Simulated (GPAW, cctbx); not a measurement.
## By hand: from a DFT structure factor to an extinction distance in Na3IrI6

Na3IrI6, Fm-3m (no. 225), a = 11.6071 Å, b = 11.6071 Å, c = 11.6071 Å, α = 90.00°, β = 90.00°, γ = 90.00°.

```
atom  mult.       x    y    z
 Ir1      4       0    0    0
  I1     24  0.2320    0    0
 Na1      4     1/2    0    0
 Na2      8     1/4  1/4  3/4
```

The start was made by putting kin elements into a known structure type; the compound need not exist, or be stable, in this form.

A DFT run (GPAW, PBE, 450 eV, 3×3×3 k-points, Fermi–Dirac width 0.05 eV) gives the static X-ray structure factor of 111 as 395.407 e for the conventional cell; superposed free atoms give 394.681 e. **Problem.** Find the Fourier component V of the crystal potential and the two-beam extinction distance at 300 kV in both cases.

## 1. Geometry

The cell volume is Ω = 1563.76 Å³ and d(111) = 6.7014 Å, so g = 1/d = 0.1492 Å⁻¹.

## 2. The nuclei

Electrons feel nuclei as well as electrons, so the nuclear charges are summed with the same phases.

Phase sums Σ exp(2πi h·x), turned so that the total is real and positive: Ir +4.000, I +2.706, Na -4.000. Then F_Z = 77 × (+4.000) + 53 × (+2.706) + 11 × (-4.000) = 407.42 e. The electron term has the same sign for this reflection.

## 3. Mott–Bethe

Poisson's equation, term by term, gives V = (e/4πε₀)(F_Z − F)/(πΩg²), with e/4πε₀ = 14.3996 V Å.

The prefactor is 14.3996 × 6.7014²/(π × 1563.76) = 0.13163 V per electron. Free atoms: (407.42 − 394.681) × 0.13163 = 1.677 V. Crystal: (407.42 − 395.407) × 0.13163 = 1.581 V. F changes by +0.18 % and V by -5.7 %: the same 0.73 e is measured against F_Z − F = 12.7 e in place of F = 394.7 e.

## 4. Extinction distance

In the two-beam case ξ = 1/(λU) with U = 2γm₀eV/h², that is ξ = 150.41 V Å²/(γλV).

At 300 kV, λ = 0.01969 Å and γ = 1.5871. Free atoms: ξ = 2871 Å. Crystal: ξ = 3045 Å. The thickness fringes go as sin²(πt/ξ), so the two patterns slip by a quarter of a period when t|1/ξ₁ − 1/ξ₀| = 1/4, at t ≈ 1259 nm, thicker than usual samples. Thermal motion, absorption and many-beam coupling, left out here, change a real pattern.

## 5. Answer

V(111) is 1.58 V against 1.68 V, and ξ is 3045 against 2871 Å. Limits: static atoms, two beams.

[Outputs are excerpts: Python notices, other lines and further rows are left out; steps that failed or that the build refused (PBEsol, TPSS) are not shown.]

[Logs are printed without paths, hosts, clocks, repeated set-up lines and the standing remarks that a program may print on its own settings, such as how far it seeks lower states.]
